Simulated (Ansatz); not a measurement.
## TaSb (built on the sites of a database entry of TaN): the cell at rest: relaxation

Ansatz 0.2.0; DFT LDA, scalar-relativistic, plane waves, norm-conserving pseudopotentials.

The structure was built from a prototype and need not be the compound's stable phase.

The structure is hexagonal, space group P-6m2 (No. 187). The conventional cell has a = 3.530 Å, b = 3.530 Å, c = 3.725 Å, α = 90.00°, β = 90.00°, γ = 120.00°. Nearest to Ta lie 6 Sb at 2.76 Å. Nearest to Sb lie 6 Ta at 2.76 Å. Farther neighbours are not listed.

Relaxation path:

| step | energy less that of the first step (eV) | largest force component (eV/Å) | pressure (GPa) | volume (Å³) |
| --- | --- | --- | --- | --- |
| 1 | 0.0000 | 0.0000 | -0.13 | 40.19 |
| 2 | 0.0000 | 0.0000 | 0.36 | 40.00 |
| 3 | -0.0002 | 0.0000 | -0.03 | 40.13 |
| 4* | -0.0002 | 0.0000 | -0.03 | 40.13 |

Relaxation steps marked * repeat the geometry before them on a plane-wave basis chosen anew for their cell, so energy and pressure can jump there. Relaxation step 2 was tried and not accepted.

Forces are held to the 12 operations that the run works with; a distortion that breaks them can't arise in this run.

| conventional cell, symmetrised | before | after | change |
| --- | --- | --- | --- |
| a (Å) | 3.530 | 3.524 | -0.2 % |
| b (Å) | 3.530 | 3.524 | -0.2 % |
| c (Å) | 3.725 | 3.732 | +0.2 % |
| volume (Å³/atom) | 20.09 | 20.06 | -0.1 % |

The relaxed structure:

```xyz
2
Lattice="3.5237 0.0000 0.0000 -1.7619 3.0516 0.0000 0.0000 0.0000 3.7319" Properties=species:S:1:pos:R:3 pbc="T T T"
Ta    0.0000    2.0344    1.8659
Sb    0.0000    0.0000    0.0000
```

Numbers from this step:

```yaml
pressure: -0.02731 GPa
volume_per_atom: 20.06 Å³
```

What was run to get this?

The system, level and task follow from the heading and the kind of results. Meshes, cutoffs and thresholds can't be read from the results; these are the ones that the run used.

Contents of input.yaml:

```yaml
crystal:
  lattice:
    - [3.5296783998, 0.0, 0.0]
    - [-1.7648391999, 3.0567911614, 0.0]
    - [0.0, 0.0, 3.7246711279]
  atoms:
    - { symbol: Ta, position: [0.3333333333, 0.6666666667, 0.5] }
    - { symbol: Sb, position: [0.0, 0.0, 0.0] }
kpoints:
  mp_grid: { grid: [12, 12, 10] }
hamiltonian:
  xc: lda
  pseudopotentials: { kind: nc }
scf:
  occupations: { method: gaussian, width: 0.1 }
output:
  forces: true
  stress: true
  eigenvalues: true
relax:
  adjacent_minimum: "off"
  f_tol: 0.005
  max_steps: 80
  cell: { stress_tol: 0.05 }
```

The run is started by

```
> ansatz run input.yaml --threads 4 --pin off --max-ram 7168MiB --backend cpu --events-out ev --progress --plain --runs-dir out
```

[Logs are printed without paths, hosts, clocks, repeated set-up lines and the standing remarks that a program may print on its own settings, such as how far it seeks lower states.]

[Hosts, paths, dates, database ids (printed as entryN), source tags and the programs' standing remarks are cut or masked in the printed files.]
